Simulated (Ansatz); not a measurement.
# AlCo3C (Pm-3m): relaxing the cell for a phonon run

Task: relax AlCo3C (Pm-3m) tightly.

Calculated with Ansatz 0.2.0; DFT PBEsol, scalar-relativistic, plane waves, PAW; PAW set soft_1.

## (1) The starting structure

The structure is cubic, space group Pm-3m (No. 221). Conventional cell: a = 3.723 Å, b = 3.723 Å, c = 3.723 Å, α = 90.00°, β = 90.00°, γ = 90.00°. Nearest to Al lie 12 Co at 2.63 Å. Nearest to Co lie 2 C at 1.86 Å and 8 Co at 2.63 Å and 4 Al at 2.63 Å. Nearest to C lie 6 Co at 1.86 Å. Farther neighbours are not listed.

## (2) A coarse first look

First a cheap look: the gap decides the mesh and the occupations, the pressure tells how far the cell has to move.

input.yaml

```yaml
crystal:
  lattice:
    - [3.722911, 0.0, 0.0]
    - [0.0, 3.722911, 0.0]
    - [0.0, 0.0, 3.722911]
  atoms:
    - { symbol: Al, position: [0.0, 0.0, 0.0] }
    - { symbol: Co, position: [0.0, 0.5, 0.5] }
    - { symbol: Co, position: [0.5, 0.0, 0.5] }
    - { symbol: Co, position: [0.5, 0.5, 0.0] }
    - { symbol: C, position: [0.5, 0.5, 0.5] }
kpoints:
  mp_grid: { grid: [6, 6, 6] }
hamiltonian:
  xc: pbesol
  pseudopotentials: { kind: paw, azcp: { folder: soft_1 }, xc_functional: pbe }
scf:
  occupations: { method: gaussian, width: 0.1 }
output:
  forces: true
  stress: true
  eigenvalues: true
```

The run is started by

```sh
> ansatz run input.yaml --threads 4 --pin off --max-ram 10240MiB --backend cpu --events-out ev --progress --plain --runs-dir out
```

Numbers of over 12 decimals in the logs are rounded to 6 here.

What it wrote:

```text
Engine: ansatz 0.2.0, aarch64-unknown-linux-gnu
Pseudopotentials: kind: paw
Pseudopotential: Al, paw, valence charge 3, recommended cutoff 420 eV (normal), soft_1/Al.paw.azcp
Pseudopotential: Co, paw, valence charge 17, recommended cutoff 420 eV (normal), soft_1/Co.paw.azcp
Pseudopotential: C, paw, valence charge 4, recommended cutoff 420 eV (normal), soft_1/C.paw.azcp
Functional definition: PBEsol
[...]
k-point 0: bands = [... 25 lower, 14.7200, 14.7200, 15.6469, 15.6469, 15.6469, 15.9370, 19.2125, 19.2125, ... 2 higher]
  k-point 1: bands = [... 25 lower, 14.7148, 14.7148, 15.6472, 15.7974, 15.7974, 15.8102, 18.7389, 19.4972, ... 2 higher]
  k-point 2: bands = [... 25 lower, 14.6896, 14.6896, 15.4709, 15.6477, 16.1880, 16.1880, 18.8897, 19.5959, ... 2 higher]
  k-point 19: bands = [... 25 lower, 13.8687, 15.1274, 15.1274, 15.6877, 15.6877, 15.6877, 17.7501, 17.7501, ... 2 higher]
[key lines of the parts left out:]
SCF converged after 9 iterations
Free energy (F): -16051.617510 eV
Fermi energy:    15.792539 eV
P = ⅓ Tr σ = -8.4709 GPa (-84.709 kbar)
```

Run time: 0.72 s. Hardware: 4 threads of Arm Neoverse V2, shared host; peak memory 0.34 GiB; 2.3 s of CPU time.

This run has no spin polarisation, although Co can carry a moment.

Numbers from this step:

```yaml
pressure: -8.471 GPa
volume_per_atom: 10.32 Å³
gap_on_the_k_mesh: 0 eV
```

The coarse mesh shows no gap and a pressure of -8.5 GPa.

## (3) Rough relaxation

The start is far from rest, so a relaxation with loose tolerances brings it close first.

input.yaml: that of step 2 with these lines changed.

```diff
@@ -22 +22,6 @@
   eigenvalues: true
+relax:
+  adjacent_minimum: "off"
+  f_tol: 0.05
+  max_steps: 80
+  cell: { stress_tol: 0.5 }
```

What it wrote:

```text
[...]
Crystal: 5 atoms, lattice volume = 51.600 Å³
Basis set: ecut = 420 eV, 1021 PW (Γ), exchange–correlation on 50×50×50 points (8 copies of the dense FFT grid, shifted against one another)
Bands: 35, of which v1, the nominal top of the filled ones, is band 29 counted from 1 (28 counted from 0)
Symmetry: 48 space group operations
[...]
k-points: 20 of 216
[...]
cell:  # Å, volume = 49.7318 Å³
    - [3.677433, 0, 0]
    - [0, 3.677433, 0]
    - [0, 0, 3.677433]
  atoms:
    - { symbol: Al, position: [0, 0, 0] }
    - { symbol: Co, position: [0, 0.500000, 0.500000] }
    - { symbol: Co, position: [0.500000, 0, 0.500000] }
    - { symbol: Co, position: [0.500000, 0.500000, 0] }
    - { symbol: C, position: [0.500000, 0.500000, 0.500000] }
[key lines of the parts left out:]
SCF converged after 6 iterations
Free energy (F): -16051.667192 eV
Fermi energy:    16.532934 eV
P = ⅓ Tr σ = 0.2417 GPa (2.417 kbar)
```

The job ended after 2.5 s (4 threads; peak memory 0.36 GiB; 8.7 s of CPU time).

Relaxation path:

| step | energy less that of the first step (eV) | largest force component (eV/Å) | pressure (GPa) | volume (Å³) |
| --- | --- | --- | --- | --- |
| 1 | 0.0000 | 0.0000 | -8.47 | 51.60 |
| 2 | -0.0396 | 0.0000 | -4.10 | 50.62 |
| 3 | -0.0512 | 0.0000 | 0.26 | 49.73 |
| 4* | -0.0497 | 0.0000 | 0.24 | 49.73 |

Relaxation steps marked * repeat the geometry before them on a plane-wave basis chosen anew for their cell, so energy and pressure can jump there.

Forces are held to the 48 operations that the run works with; a distortion that breaks them can't arise in this run.

| conventional cell, symmetrised | before | after | change |
| --- | --- | --- | --- |
| a (Å) | 3.723 | 3.677 | -1.2 % |
| b (Å) | 3.723 | 3.677 | -1.2 % |
| c (Å) | 3.723 | 3.677 | -1.2 % |
| volume (Å³/atom) | 10.32 | 9.95 | -3.6 % |

Numbers from this step:

* pressure: 0.2417 GPa
* volume per atom: 9.946 Å³

In this step the volume went from 10.32 to 9.95 Å³/atom.

## (4) Bringing the structure to rest

Harmonic phonons are second derivatives at a point where the forces vanish, and they are wanted at zero stress, so atoms and cell are relaxed first.

input.yaml, the sections that differ from step 3:

```yaml
crystal:
  lattice:
    - [3.6774331728, 0.0, 0.0]
    - [0.0, 3.6774331728, 0.0]
    - [0.0, 0.0, 3.6774331728]
  atoms:
    - { symbol: Al, position: [0.0, 0.0, 0.0] }
    - { symbol: Co, position: [0.0, 0.5, 0.5] }
    - { symbol: Co, position: [0.5, 0.0, 0.5] }
    - { symbol: Co, position: [0.5, 0.5, 0.0] }
    - { symbol: C, position: [0.5, 0.5, 0.5] }
kpoints:
  mp_grid: { grid: [10, 10, 10] }
relax:
  adjacent_minimum: "off"
  f_tol: 0.005
  max_steps: 80
  cell: { stress_tol: 0.05 }
# hamiltonian, scf, output: as in step 3
```

What it wrote:

```text
[...]
Crystal: 5 atoms, lattice volume = 49.732 Å³
Basis set: ecut = 420 eV, 949 PW (Γ), exchange–correlation on 50×50×50 points (8 copies of the dense FFT grid, shifted against one another)
Bands: 35, of which v1, the nominal top of the filled ones, is band 29 counted from 1 (28 counted from 0)
[... 1 set-up line as in the run before ...]
[...]
k-points: 56 of 1000
[...]
SCF iter   1: F=—  HF=-16052.322864 eV  |F-HF|=—  |Δ(HF+E_count)|=         —  Δρ=7.13e-2  dr2=2.51e0  ethr=3.10e-3  ⟨swp⟩=4.9  Hψ=6517  notcnv=0
[...]
SCF iter   9: F=-16051.668111 eV  HF=-16051.668111 eV  |F-HF|=2.22e-8  |Δ(HF+E_count)|=   2.45e-7  Δρ=8.58e-6  dr2=3.64e-8  ethr=1.72e-10  ⟨swp⟩=8.7  Hψ=8989  notcnv=0
SCF 1 converged in 9 iterations: F = -16051.668111 eV  dr2 = 3.64e-8
[...]
relax step   1: F+E_penalty+E_count = -16051.66811092 eV  Δ(F+E_penalty+E_count) = +0.000e0 eV  max|allowed force component| = 4.360e-29 eV/Å  Δτ_max = 0.0000 Å  P = +0.222 GPa  Ω = 49.732 Å³  (9 SCF iters, dr2 threshold 1.00e-7 eV, accepted)
Crystal: 5 atoms, lattice volume = 49.754 Å³
[...]
SCF iter   6: F=-16051.668113 eV  HF=-16051.668113 eV  |F-HF|=4.37e-11  |Δ(HF+E_count)|=  2.55e-10  Δρ=3.55e-7  dr2=4.51e-11  ethr=1.21e-12  ⟨swp⟩=1.5  Hψ=5172  notcnv=0
SCF 2 converged in 6 iterations: F = -16051.668113 eV  dr2 = 4.51e-11
relax step   2: F+E_penalty+E_count = -16051.66811297 eV  Δ(F+E_penalty+E_count) = -2.051e-6 eV  max|allowed force component| = 2.298e-29 eV/Å  Δτ_max = 0.0000 Å  P = +0.109 GPa  Ω = 49.754 Å³  energy of the carried Pulay correction = -2.076e-5 eV  (6 SCF iters, dr2 threshold 1.24e-7 eV, accepted)
Crystal: 5 atoms, lattice volume = 49.775 Å³
[...]
SCF iter   6: F=-16051.668100 eV  HF=-16051.668100 eV  |F-HF|=4.00e-11  |Δ(HF+E_count)|=  2.11e-10  Δρ=3.12e-7  dr2=3.39e-11  ethr=1.00e-12  ⟨swp⟩=2.2  Hψ=5782  notcnv=0
SCF 3 converged in 6 iterations: F = -16051.668100 eV  dr2 = 3.39e-11
relax step   3: F+E_penalty+E_count = -16051.66810014 eV  Δ(F+E_penalty+E_count) = +1.283e-5 eV  max|allowed force component| = 1.031e-28 eV/Å  Δτ_max = 0.0000 Å  P = -0.000 GPa  Ω = 49.775 Å³  energy of the carried Pulay correction = -4.083e-5 eV  (6 SCF iters, dr2 threshold 2.99e-8 eV, accepted)
[...]
SCF iter   1: F=—  HF=-16051.668115 eV  |F-HF|=—  |Δ(HF+E_count)|=         —  Δρ=2.31e-6  dr2=9.13e-10  ethr=1.86e-7  ⟨swp⟩=3.1  Hψ=11935  notcnv=0
eigensolver tolerance schedule: the retry pair's looser diagonalisation over-reported the residual by 118449.55 of it (diagonalisation noise at an unbounded share of the residual, at the tolerance the schedule requests for it); recorded, not acted on — ethr = c·dr2/N_el stays at c = 1.0e-1
SCF iter   2: F=—  HF=-16051.668132 eV  |F-HF|=—  |Δ(HF+E_count)|=   1.76e-5  Δρ=1.11e-6  dr2=1.16e-10  ethr=1.57e-12  ⟨swp⟩=3.8  Hψ=5751  notcnv=0
[...]
SCF iter   7: F=-16051.668132 eV  HF=-16051.668132 eV  |F-HF|=1.82e-12  |Δ(HF+E_count)|=  3.64e-12  Δρ=5.65e-9  dr2=1.73e-14  ethr=1.00e-12  ⟨swp⟩=2.2  Hψ=5357  notcnv=0
SCF 4 converged in 7 iterations: F = -16051.668132 eV  dr2 = 1.73e-14
relax step   4: F+E_penalty+E_count = -16051.66813224 eV  Δ(F+E_penalty+E_count) = -3.210e-5 eV  max|allowed force component| = 3.829e-29 eV/Å  Δτ_max = 0.0000 Å  P = +0.001 GPa  Ω = 49.775 Å³  stress off target by 6.16e-4 GPa  SCF on the basis re-selected at this cell (its energy is not comparable with the rows above)  (7 SCF iters)
basis re-selected at this cell: Δ(F+E_penalty+E_count) = -3.210e-5 eV, ΔP = +0.001 GPa vs the last step (what re-selecting the basis moved, of the pressure what is left beyond the Pulay correction that the steps carried, after the strain that the cell walked since its last selection, with what the two solves' SCF thresholds leave and, on support functions, any second-order correction that the steps lacked; it is no m [...]
SCF converged after 7 iterations
Free energy (F): -16051.668132 eV
[...]
Internal energy: -16051.658905 eV  (E = F + TS)
E sigma→0 (E₀):  -16051.663518 eV
Entropy (-TS):   -0.009228 eV (-1.846 meV/atom)
Fermi energy:    16.516135 eV
[...]
--- Stress (GPa, compression-positive) ---
        0.000616      -0.000000       0.000000
       -0.000000       0.000616      -0.000000
        0.000000      -0.000000       0.000616
  P = ⅓ Tr σ = 0.0006 GPa (0.006 kbar)
--- Band table (eV; the first three rows and the last of 56) ---
  k-point 0: bands = [... 25 lower, 15.3764, 15.3764, 16.3675, 16.3675, 16.3675, 16.6657, 20.0083, 20.0083, ... 2 higher]
  k-point 1: bands = [... 25 lower, 15.3761, 15.3761, 16.3676, 16.4236, 16.4236, 16.6169, 19.6929, 20.1215, ... 2 higher]
  k-point 2: bands = [... 25 lower, 15.3698, 15.3698, 16.3679, 16.4734, 16.5942, 16.5942, 19.5873, 20.4230, ... 2 higher]
  k-point 55: bands = [... 25 lower, 14.4836, 15.8067, 15.8067, 16.4057, 16.4057, 16.4057, 18.5784, 18.5784, ... 2 higher]
--- Relaxed structure (3 steps of the walk, 3 accepted, 1 SCFs on fresh bases) ---
[...]
cell:  # Å, volume = 49.7751 Å³
    - [3.678500, 0, 0]
    - [0, 3.678500, 0]
    - [0, 0, 3.678500]
  atoms:
    - { symbol: Al, position: [0, 0, 0] }
    - { symbol: Co, position: [0, 0.500000, 0.500000] }
    - { symbol: Co, position: [0.500000, 0, 0.500000] }
    - { symbol: Co, position: [0.500000, 0.500000, 0] }
    - { symbol: C, position: [0.500000, 0.500000, 0.500000] }
```

Run time: 5.4 s. Hardware: 4 threads; peak memory 0.42 GiB.

Little changed from the start: no atom moved by 0.005 Å and no cell edge by 0.1 %.

Numbers from this step:

```yaml
pressure: 6.16e-4 GPa
volume_per_atom: 9.955 Å³
```

In this step the volume went from 9.95 to 9.96 Å³/atom.

## (5) Tight relaxation

Phonons need a cell at rest on their own settings, so the relaxation is repeated with tight tolerances on forces and stress on the k mesh and occupations of the first response run.

input.yaml, the sections that differ from step 4:

```yaml
crystal:
  lattice:
    - [3.6784998446, 0.0, 0.0]
    - [0.0, 3.6784998446, 0.0]
    - [0.0, 0.0, 3.6784998446]
  atoms:
    - { symbol: Al, position: [0.0, 0.0, 0.0] }
    - { symbol: Co, position: [0.0, 0.5, 0.5] }
    - { symbol: Co, position: [0.5, 0.0, 0.5] }
    - { symbol: Co, position: [0.5, 0.5, 0.0] }
    - { symbol: C, position: [0.5, 0.5, 0.5] }
kpoints:
  mp_grid: { grid: [12, 12, 12] }
scf:
  occupations: { method: methfessel_paxton, width: 0.2 }
relax:
  adjacent_minimum: "off"
  f_tol: 0.001
  max_steps: 60
  cell: { stress_tol: 0.01 }
# hamiltonian, output: as in step 4
```

What it wrote:

```text
[...]
Crystal: 5 atoms, lattice volume = 49.775 Å³
Basis set: ecut = 420 eV, 949 PW (Γ), exchange–correlation on 50×50×50 points (8 copies of the dense FFT grid, shifted against one another)
Bands: 35, of which v1, the nominal top of the filled ones, is band 29 counted from 1 (28 counted from 0)
[... 1 set-up line as in the run before ...]
[...]
k-points: 84 of 1728
[...]
--- Relaxed structure (3 steps of the walk, 3 accepted, 1 SCFs on fresh bases) ---
[...]
cell:  # Å, volume = 49.7624 Å³
    - [3.678187, 0, 0]
    - [0, 3.678187, 0]
    - [0, 0, 3.678187]
  atoms:
    - { symbol: Al, position: [0, 0, 0] }
    - { symbol: Co, position: [0, 0.500000, 0.500000] }
    - { symbol: Co, position: [0.500000, 0, 0.500000] }
    - { symbol: Co, position: [0.500000, 0.500000, 0] }
    - { symbol: C, position: [0.500000, 0.500000, 0.500000] }
[key lines of the parts left out:]
SCF converged after 7 iterations
Free energy (F): -16051.659534 eV
Fermi energy:    16.524289 eV
P = ⅓ Tr σ = -0.0005 GPa (-0.005 kbar)
```

Wall time 7.3 s (4 threads); peak memory 0.45 GiB; 27 s of CPU time.

Little changed from the start: no atom moved by 0.005 Å and no cell edge by 0.1 %.

This step gave:

```yaml
pressure: -5.05e-4 GPa
volume_per_atom: 9.952 Å³
```

The forces vanish by symmetry and the pressure is -0.001 GPa, within the tolerances set. The cell now holds 9.95 Å³/atom.

## (6) Outcome

| Item | Value |
| --- | --- |
| space group after relaxation (within 0.01 Å) | Pm-3m |
| lattice constant a | 3.678 Å |
| lattice constant b | 3.678 Å |
| lattice constant c | 3.678 Å |
| volume per atom | 9.95 Å³ |

What this shows: The forces vanish by symmetry and the pressure is -0.001 GPa, within the tolerances set. The cell now holds 9.95 Å³/atom. The relaxation keeps the symmetry of its start, so it says nothing on stability against lower symmetry. The runs are without spin polarisation, although Co often carries a moment. The PAW files were made for PBE and serve the other functionals too.

[Logs are printed without paths, hosts, clocks, repeated set-up lines and the standing remarks that a program may print on its own settings, such as how far it seeks lower states.]

[Hosts, paths, dates, database ids (printed as entryN), source tags and the programs' standing remarks are cut or masked in the printed files.]
